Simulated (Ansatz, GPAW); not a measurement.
## Screening of a field by 1T-SnSTe monolayer

Aim: the dipole that a field along the normal induces in 1T-SnSTe monolayer.

Calculated with GPAW 26.7.0 and Ansatz 0.2.0; Ansatz plane waves; layer without images along its normal, relaxation of atoms and in-plane cell, in the first sound run; inputs show where later runs differ.

## Step 1: Starting point

The cell holds 3 atoms: 1 Te, 1 Sn and 1 S. Its edges and angles: a = 3.742 Å, b = 3.742 Å, c = 18.431 Å, α = 90.0°, β = 90.0°, γ = 120.0°. Vacuum lies along c.

## Step 2: Relaxation

The atoms are relaxed first, since the surface dipole, and with it the work function, follows the positions of the outer layers.

input.yaml reads:

```yaml
crystal:
  lattice:
    - [3.7422765, 0.0, 0.0]
    - [-1.87113825, 3.240906517, 0.0]
    - [0.0, 0.0, 18.4305228466]
  atoms:
    - { symbol: Te, position: [0.6666666667, 0.3333333333, 0.4340625639] }
    - { symbol: Sn, position: [0.0, 0.0, 0.5174077663] }
    - { symbol: S, position: [0.3333333333, 0.6666666667, 0.5659374361] }
  periodic: [true, true, false]
kpoints:
  mp_grid: { grid: [9, 9, 1] }
hamiltonian:
  xc: pbe
scf:
  occupations: { method: fermi_dirac, width: 0.05 }
relax:
  f_tol: 0.01
  max_steps: 90
  cell: {}
```

Run with:

```sh
ansatz run input.yaml --threads 4 --pin off --max-ram 8192MiB --backend cpu --events-out ev --progress --plain --runs-dir out
```

Numbers of over 12 decimals in the logs are rounded to 6 here.

Output:

```text
Warning: crystal.periodic: the lattice vector that does not repeat stood 0.000° off the slab's normal, 18.431 Å along it as the deck builds it. The run solves the slab on a vector along the normal, 28.661 Å long, with every atom where it was (on the deck's vector they left 16.00 Å outside them, and the widest stretch free of ions among them is 1.54 Å). A fractional position that the run reports is one of the run's ce [...]
crystal.periodic: the lattice vector that does not repeat stood 0.000° off the slab's normal, 18.431 Å along it as the deck builds it. The run solves the slab on a vector along the normal, 28.661 Å long, with every atom where it was (on the deck's vector they left 16.00 Å outside them, and the widest stretch free of ions among them is 1.54 Å). A fractional position that the run reports is one of the run's cell, which [...]
Engine: ansatz 0.2.0, x86_64-unknown-linux-gnu
Pseudopotentials: kind: paw
Pseudopotential: Te, paw, valence charge 16, recommended cutoff 420 eV (normal), Te.paw.azcp
Pseudopotential: Sn, paw, valence charge 14, recommended cutoff 420 eV (normal), Sn.paw.azcp
Pseudopotential: S, paw, valence charge 6, recommended cutoff 420 eV (normal), S.paw.azcp
Functional definition: PBE
  parameter kappa = 0.804
  parameter beta = 0.066725
  exchange = pbe_x(kappa = kappa, mu = beta*pi^2/3)
  correlation = pbe_c(beta = beta)
Crystal: 3 atoms, lattice volume = 347.612 Å³
Basis set: ecut = 420 eV, 6827 PW (Γ), exchange–correlation on 54×54×384 points (8 copies of the dense FFT grid, shifted against one another)
Bands: 22, of which v1, the nominal top of the filled ones, is band 18 counted from 1 (17 counted from 0)
Symmetry: 6 space group operations
Space group: P3m1 (ITA 156), of the structure as read, at distance tolerance 7.0e-5 Å
k-points: 12 of 81 (time reversal used)
Non-local potential: Te, projectors of the file, l = 0: 2, l = 1: 2, l = 2: 2, l = 3: 2
Non-local potential: Sn, projectors of the file, l = 0: 2, l = 1: 2, l = 2: 2, l = 3: 2
Non-local potential: S, projectors of the file, l = 0: 2, l = 1: 2, l = 2: 2
PAW form: soft (Blöchl's): semilocal exchange-correlation on the pseudo side does not see the compensation charge
PAW one-centre angular grid: Te, 590 points (default); XC on 64 Gauss nodes
PAW one-centre angular grid: Sn, 590 points (default); XC on 64 Gauss nodes
PAW one-centre angular grid: S, 110 points (default); XC on 64 Gauss nodes
Initial density: superposition of atomic densities (neutral atoms: chi_scale 0, normalization atom), corrected by the library's trained network
Initial wavefunctions: pseudopotential atomic-orbital guess
Functional: x = pbe(κ = 0.804, μ = 0.219515), c = pbe(β = 0.066725)
SCF iter   1: F=—  HF=-13903.935077 eV  |F-HF|=—  |Δ(HF+E_count)|=         —  Δρ=2.05e-3  dr2=3.40e-2  ethr=1.77e-3  ⟨swp⟩=16.0  Hψ=2417  notcnv=0
preconditioner: auto → none  [insulator: Δε(μ)=0.761 eV  Ē_g=10.085 eV  σ=0.050 eV  W_gap=1.00  n_scr=16 (ndim 8)  ℏωp=8.0 eV  f_vac=0.773  D(μ)=0.00/eV (n_scr^D=0)  ε∞_Penn≈1.6]
SCF iter   2: F=—  HF=-13903.948793 eV  |F-HF|=—  |Δ(HF+E_count)|=   1.37e-2  Δρ=1.83e-3  dr2=1.76e-1  ethr=9.45e-5  ⟨swp⟩=5.8  Hψ=929  notcnv=0
SCF iter   3: F=—  HF=-13903.931827 eV  |F-HF|=—  |Δ(HF+E_count)|=   1.70e-2  Δρ=9.68e-4  dr2=2.93e-2  ethr=9.45e-5  ⟨swp⟩=5.6  Hψ=773  notcnv=0  defer=1
SCF iter   4: F=—  HF=-13903.928749 eV  |F-HF|=—  |Δ(HF+E_count)|=   3.08e-3  Δρ=4.01e-4  dr2=1.61e-3  ethr=8.13e-5  ⟨swp⟩=2.7  Hψ=393  notcnv=0
SCF iter   5: F=—  HF=-13903.928874 eV  |F-HF|=—  |Δ(HF+E_count)|=   1.25e-4  Δρ=1.10e-4  dr2=3.06e-5  ethr=4.48e-6  ⟨swp⟩=3.7  Hψ=563  notcnv=0
SCF iter   6: F=—  HF=-13903.929015 eV  |F-HF|=—  |Δ(HF+E_count)|=   1.40e-4  Δρ=2.61e-5  dr2=1.81e-6  ethr=8.51e-8  ⟨swp⟩=4.0  Hψ=664  notcnv=0
SCF iter   7: F=-13903.929023 eV  HF=-13903.929023 eV  |F-HF|=1.49e-7  |Δ(HF+E_count)|=   7.96e-6  Δρ=5.18e-6  dr2=7.80e-8  ethr=2.78e-10  ⟨swp⟩=6.2  Hψ=1627  notcnv=0
SCF 1 converged in 7 iterations: F = -13903.929023 eV  dr2 = 7.80e-8
  greatest PAW one-centre occupation: 0.998 electrons in one spin orbital (limit 2), on the Te atom at site 0 (counted from 0), in its partial waves of l = 2
relax step   1: F+E_penalty+E_count = -13903.92902268 eV  Δ(F+E_penalty+E_count) = +0.000e0 eV  max|allowed force component| = 5.661e0 eV/Å  Δτ_max = 0.0000 Å  P = +21.748 N/m  Ω = 347.612 Å³  fix = [c, alpha, beta]  reactions: c +0.000 N/m  (7 SCF iters, dr2 threshold 1.00e-7 eV, accepted)
Crystal: 3 atoms, lattice volume = 355.731 Å³
Basis set: ecut = 420 eV, 7007 PW (Γ), exchange–correlation on 54×54×384 points (8 copies of the dense FFT grid, shifted against one another)
Initial density: handed on by an earlier stage of this run
Initial wavefunctions: those handed on with the density
iter 1 solved again at ethr=3.19e-4 eV; its pass at ethr=3.10e-3 eV (dr2=1.15e-1 eV) is discarded
SCF iter   1: F=—  HF=-13905.759778 eV  |F-HF|=—  |Δ(HF+E_count)|=         —  Δρ=4.76e-3  dr2=1.12e-1  ethr=3.19e-4  ⟨swp⟩=2.2  Hψ=2247  notcnv=0
preconditioner: auto → LDOS  [metal: Δε(μ)=0.078 eV  Ē_g=9.501 eV  σ=0.050 eV  W_gap=0.33  n_scr=16 (ndim 8)  ℏωp=7.9 eV  f_vac=0.761  D(μ)=1.45/eV (n_scr^D=6)  β→1.0]
SCF iter   2: F=—  HF=-13905.758399 eV  |F-HF|=—  |Δ(HF+E_count)|=   1.38e-3  Δρ=3.02e-3  dr2=7.77e-2  ethr=3.10e-4  ⟨swp⟩=5.2  Hψ=707  notcnv=0
SCF iter   3: F=—  HF=-13905.736332 eV  |F-HF|=—  |Δ(HF+E_count)|=   2.21e-2  Δρ=6.58e-4  dr2=2.49e-3  ethr=2.16e-4  ⟨swp⟩=3.8  Hψ=497  notcnv=0
SCF iter   4: F=—  HF=-13905.736254 eV  |F-HF|=—  |Δ(HF+E_count)|=   7.85e-5  Δρ=1.94e-4  dr2=1.78e-4  ethr=6.91e-6  ⟨swp⟩=3.2  Hψ=526  notcnv=0
SCF iter   5: F=—  HF=-13905.736314 eV  |F-HF|=—  |Δ(HF+E_count)|=   5.96e-5  Δρ=1.22e-4  dr2=5.98e-5  ethr=4.94e-7  ⟨swp⟩=3.0  Hψ=522  notcnv=0
SCF iter   6: F=—  HF=-13905.736295 eV  |F-HF|=—  |Δ(HF+E_count)|=   1.89e-5  Δρ=2.05e-5  dr2=1.40e-6  ethr=1.66e-7  ⟨swp⟩=2.9  Hψ=490  notcnv=0
SCF iter   7: F=—  HF=-13905.736296 eV  |F-HF|=—  |Δ(HF+E_count)|=   1.50e-6  Δρ=6.33e-6  dr2=4.53e-7  ethr=8.33e-10  ⟨swp⟩=8.0  Hψ=1362  notcnv=0
SCF iter   8: F=-13905.736296 eV  HF=-13905.736296 eV  |F-HF|=6.34e-8  |Δ(HF+E_count)|=   1.01e-7  Δρ=1.59e-6  dr2=1.82e-8  ethr=8.33e-10  ⟨swp⟩=5.3  Hψ=975  notcnv=0
SCF 2 converged in 8 iterations: F = -13905.736296 eV  dr2 = 1.82e-8
[...]
SCF iter   3: F=—  HF=-13906.511809 eV  |F-HF|=—  |Δ(HF+E_count)|=   4.52e-2  Δρ=7.13e-4  dr2=4.14e-3  ethr=4.76e-4  ⟨swp⟩=3.8  Hψ=520  notcnv=0
SCF iter   4: F=—  HF=-13906.511717 eV  |F-HF|=—  |Δ(HF+E_count)|=   9.15e-5  Δρ=2.78e-4  dr2=4.57e-4  ethr=1.15e-5  ⟨swp⟩=3.2  Hψ=522  notcnv=0
SCF iter   5: F=—  HF=-13906.511597 eV  |F-HF|=—  |Δ(HF+E_count)|=   1.21e-4  Δρ=6.75e-5  dr2=1.97e-5  ethr=1.27e-6  ⟨swp⟩=3.1  Hψ=481  notcnv=0
SCF iter   6: F=—  HF=-13906.511609 eV  |F-HF|=—  |Δ(HF+E_count)|=   1.28e-5  Δρ=2.21e-5  dr2=3.81e-6  ethr=5.47e-8  ⟨swp⟩=3.6  Hψ=545  notcnv=0
SCF iter   7: F=-13906.511611 eV  HF=-13906.511610 eV  |F-HF|=6.07e-7  |Δ(HF+E_count)|=   1.00e-6  Δρ=8.36e-6  dr2=1.81e-7  ethr=8.33e-10  ⟨swp⟩=5.2  Hψ=1465  notcnv=0
SCF 3 converged in 7 iterations: F = -13906.511611 eV  dr2 = 1.81e-7
relax step   3: F+E_penalty+E_count = -13906.51161096 eV  Δ(F+E_penalty+E_count) = -7.753e-1 eV  max|allowed force component| = 1.262e0 eV/Å  Δτ_max = 0.1947 Å  P = +4.129 N/m  Ω = 356.992 Å³  energy of the carried Pulay correction = -8.964e-4 eV  fix = [c, alpha, beta]  reactions: c +0.000 N/m  (7 SCF iters, dr2 threshold 3.00e-7 eV, accepted)
[...]
relax step   4: F+E_penalty+E_count = -13906.62083967 eV  Δ(F+E_penalty+E_count) = -1.092e-1 eV  max|allowed force component| = 5.194e-1 eV/Å  Δτ_max = 0.2000 Å  P = +0.633 N/m  Ω = 360.375 Å³  energy of the carried Pulay correction = -1.214e-3 eV  fix = [c, alpha, beta]  reactions: c +0.000 N/m  (7 SCF iters, dr2 threshold 3.00e-7 eV, accepted)
[...]
relax step   5: F+E_penalty+E_count = -13906.66361406 eV  Δ(F+E_penalty+E_count) = -4.277e-2 eV  max|allowed force component| = 1.849e-1 eV/Å  Δτ_max = 0.1073 Å  P = +1.355 N/m  Ω = 363.389 Å³  energy of the carried Pulay correction = -1.494e-3 eV  fix = [c, alpha, beta]  reactions: c +0.000 N/m  (6 SCF iters, dr2 threshold 3.00e-7 eV, accepted)
[...]
relax step   6: F+E_penalty+E_count = -13906.67958638 eV  Δ(F+E_penalty+E_count) = -1.597e-2 eV  max|allowed force component| = 4.094e-2 eV/Å  Δτ_max = 0.0142 Å  P = +0.262 N/m  Ω = 372.885 Å³  energy of the carried Pulay correction = -2.362e-3 eV  fix = [c, alpha, beta]  reactions: c +0.000 N/m  (7 SCF iters, dr2 threshold 3.00e-7 eV, accepted)
[...]
relax step   7: F+E_penalty+E_count = -13906.68019683 eV  Δ(F+E_penalty+E_count) = -6.105e-4 eV  max|allowed force component| = 1.625e-2 eV/Å  Δτ_max = 0.0093 Å  P = +0.026 N/m  Ω = 375.792 Å³  energy of the carried Pulay correction = -2.623e-3 eV  fix = [c, alpha, beta]  reactions: c +0.000 N/m  (6 SCF iters, dr2 threshold 1.11e-7 eV, accepted)
[...]
relax step   8: F+E_penalty+E_count = -13906.68022113 eV  Δ(F+E_penalty+E_count) = -2.430e-5 eV  max|allowed force component| = 1.127e-2 eV/Å  Δτ_max = 0.0030 Å  P = -0.008 N/m  Ω = 375.780 Å³  energy of the carried Pulay correction = -2.622e-3 eV  fix = [c, alpha, beta]  reactions: c -0.000 N/m  (5 SCF iters, dr2 threshold 1.65e-8 eV, accepted)
[...]
relax step   9: F+E_penalty+E_count = -13906.68022893 eV  Δ(F+E_penalty+E_count) = -7.803e-6 eV  max|allowed force component| = 6.677e-4 eV/Å  Δτ_max = 0.0010 Å  P = -0.000 N/m  Ω = 375.785 Å³  energy of the carried Pulay correction = -2.623e-3 eV  fix = [c, alpha, beta]  reactions: c -0.000 N/m  (5 SCF iters, dr2 threshold 7.94e-9 eV, accepted)
Initial wavefunctions: pseudopotential atomic-orbital guess (no wavefunctions were taken with the density)
iter 1 solved again at ethr=2.48e-6 eV; its pass at ethr=3.10e-3 eV (dr2=8.92e-4 eV) is discarded
SCF iter   1: F=—  HF=-13906.679202 eV  |F-HF|=—  |Δ(HF+E_count)|=         —  Δρ=1.14e-4  dr2=1.69e-6  ethr=2.48e-6  ⟨swp⟩=4.6  Hψ=2975  notcnv=0
eigensolver tolerance schedule: the retry pair's looser diagonalisation over-reported the residual by 527.12 of it (diagonalisation noise at 0.73 of the residual, at the tolerance the schedule requests for it); recorded, not acted on — ethr = c·dr2/N_el stays at c = 1.0e-1
preconditioner: auto → LDOS  [insulator: Δε(μ)=0.280 eV  Ē_g=8.577 eV  σ=0.050 eV  W_gap=0.69  n_scr=16 (ndim 8)  ℏωp=7.7 eV  f_vac=0.747  D(μ)=0.80/eV (n_scr^D=4)  ε∞_Penn≈1.8  β→1.0]
SCF iter   2: F=—  HF=-13906.681700 eV  |F-HF|=—  |Δ(HF+E_count)|=   2.50e-3  Δρ=1.20e-5  dr2=5.15e-7  ethr=4.69e-9  ⟨swp⟩=4.2  Hψ=748  notcnv=0
SCF iter   3: F=—  HF=-13906.681693 eV  |F-HF|=—  |Δ(HF+E_count)|=   6.20e-6  Δρ=4.79e-6  dr2=1.92e-7  ethr=1.43e-9  ⟨swp⟩=2.4  Hψ=507  notcnv=0
SCF iter   4: F=—  HF=-13906.681699 eV  |F-HF|=—  |Δ(HF+E_count)|=   5.32e-6  Δρ=1.40e-6  dr2=2.29e-8  ethr=5.34e-10  ⟨swp⟩=3.7  Hψ=520  notcnv=0
SCF iter   5: F=—  HF=-13906.681699 eV  |F-HF|=—  |Δ(HF+E_count)|=   5.45e-7  Δρ=3.54e-7  dr2=5.25e-10  ethr=6.35e-11  ⟨swp⟩=3.1  Hψ=563  notcnv=0
SCF iter   6: F=—  HF=-13906.681699 eV  |F-HF|=—  |Δ(HF+E_count)|=   1.13e-7  Δρ=1.05e-7  dr2=9.38e-11  ethr=1.46e-12  ⟨swp⟩=3.2  Hψ=575  notcnv=0
SCF iter   7: F=-13906.681699 eV  HF=-13906.681699 eV  |F-HF|=3.10e-9  |Δ(HF+E_count)|=   1.27e-8  Δρ=3.25e-8  dr2=8.49e-12  ethr=1.00e-12  ⟨swp⟩=9.3  Hψ=1598  notcnv=0
SCF 10 converged in 7 iterations: F = -13906.681699 eV  dr2 = 8.49e-12
relax step  10: F+E_penalty+E_count = -13906.68169930 eV  Δ(F+E_penalty+E_count) = -1.470e-3 eV  max|allowed force component| = 1.023e-3 eV/Å  Δτ_max = 0.0000 Å  P = -0.020 N/m  Ω = 375.785 Å³  fix = [c, alpha, beta]  reactions: c -0.000 N/m  stress off target by 2.00e-2 N/m on what of the cell is left free  SCF on the basis re-selected at this cell (its energy is not comparable with the rows above)  (7 SCF iters)
basis re-selected at this cell: Δ(F+E_penalty+E_count) = -1.470e-3 eV, ΔP = -0.020 N/m vs the last step (what re-selecting the basis moved, of the pressure what is left beyond the Pulay correction that the steps carried, after the strain that the cell walked since its last selection, with what the two solves' SCF thresholds leave and, on support functions, any second-order correction that the steps lacked; it is no m [...]
SCF converged after 7 iterations
Free energy (F): -13906.681699 eV
Harris-Foulkes:  -13906.681699 eV  (|F-HF|=3.10e-9)
Internal energy: -13906.674826 eV  (E = F + TS)
E sigma→0 (E₀):  -13906.678263 eV
Entropy (-TS):   -0.006873 eV (-2.291 meV/atom)
Fermi energy:    -5.163688 eV
--- Per-component energies (eV) ---
  E_band       = -855.574682
  E_kinetic    = 472.163773
  E_local      = -52422.942968  (includes V_loc(G=0)·N_el)
  E_nonlocal   = -312.781090
  E_hartree    = 26219.382129
  E_xc         = -601.591573
  E_vxc        = -284.748562  (∫ρ·V_xc dr)
  E_paw        = -9402.703847  (= ΣΔE_a)
  E_vpaw       = -746.030300  (= ΣTr[D̂ρ^β])
  E_aug_tail   = -0.000198  (compensation charges beyond the density's cutoff)
  E_ewald      = 22141.798948
  E_smearing   = -0.006873  (= −TS)
  E_closure    = -0.000000  (closes the sum)
  Σ components = -13906.681699   (vs F -13906.681699, Δ=0.00e0)
--- Forces (eV/Å), atoms counted from 1 ---
  atom   1  Te     0.00000000     0.00000000     0.00102325
  atom   2  Sn    -0.00000000     0.00000000    -0.00048367
  atom   3  S      0.00000000     0.00000000    -0.00054016
  max |Σ_I F_I| component: 5.86e-7 eV/Å
--- 2D stress c σ (N/m, compression-positive) ---
       -0.019985      -0.000000       0.000000
       -0.000000      -0.019985       0.000000
        0.000000       0.000000      -0.000000
  P = ½ c Tr σ = -0.0200 N/m
--- Relaxed structure (9 steps of the walk, 9 accepted, 1 SCFs on fresh bases) ---
  F+E_penalty+E_count = -13906.68169930 eV   max|allowed force component| = 1.023e-3 eV/Å   (the final SCF, on the basis selected at the relaxed cell)
  cell:  # Å, volume = 375.7849 Å³
    - [3.890974, 5.502918280364947e-18, 0]
    - [-1.945487, 3.369682, 0]
    - [0, 0, 28.661046]
  atoms:
    - { symbol: Te, position: [0.666667, 0.333333, 0.264467] }
    - { symbol: Sn, position: [-1.5769216045026006e-18, 0, 0.330865] }
    - { symbol: S, position: [0.333333, 0.666667, 0.380438] }
```

Run time: 25 s. Hardware: 4 threads of Intel Xeon 6975P-C (Granite Rapids), shared host; peak memory 0.72 GiB; 85 s of CPU time.

Step by step:

```tsv
step	energy less that of the first step (eV)	largest force component (eV/Å)	volume (Å³)
1	0.0000	5.6611	347.61
2	-1.8073	3.6838	355.73
3	-2.5826	1.2618	356.99
4	-2.6918	0.5194	360.37
5	-2.7346	0.1849	363.39
6	-2.7506	0.0409	372.88
7	-2.7512	0.0163	375.79
8	-2.7512	0.0113	375.78
9	-2.7512	0.0007	375.78
10*	-2.7527	0.0010	375.78
```

Relaxation steps marked * repeat the geometry before them on a plane-wave basis chosen anew for their cell, so energy and pressure can jump there.

Forces are held to the 6 operations that the run works with; a distortion that breaks them can't arise in this run.

```tsv
cell as run	before	after	change
a (Å)	3.742	3.891	+4.0 %
b (Å)	3.742	3.891	+4.0 %
```

The atoms that moved most (Å, along periodic axes as changes of fractional coordinates times the final cell, across vacuum about the mean position):

```tsv
atom	dx	dy	dz	length
S3	0.000	0.000	0.473	0.473
Te1	0.000	0.000	-0.420	0.420
Sn2	0.000	0.000	-0.053	0.053
```

Final coordinates:

```
Te Sn S
1.0
     3.89097    0.00000    0.00000
    -1.94549    3.36968    0.00000
     0.00000    0.00000   28.66105
Te Sn S
1 1 1
Cartesian
  1.9455 1.1232 7.5799
  0.0000 0.0000 9.4829
  0.0000 2.2465 10.9038
```

Numbers from this step:

```yaml
free_energy: -13906.6817 eV
smearing_term_ts: 0.006873 eV
symmetry_operations: 6
```

The relaxation lowered the energy of the cell by 2.75 eV.

(Continued in part 2 of 2.)

[Logs are printed without paths, hosts, clocks, repeated set-up lines and the standing remarks that a program may print on its own settings, such as how far it seeks lower states.]

[Hosts, paths, dates, database ids (printed as entryN), source tags and the programs' standing remarks are cut or masked in the printed files.]
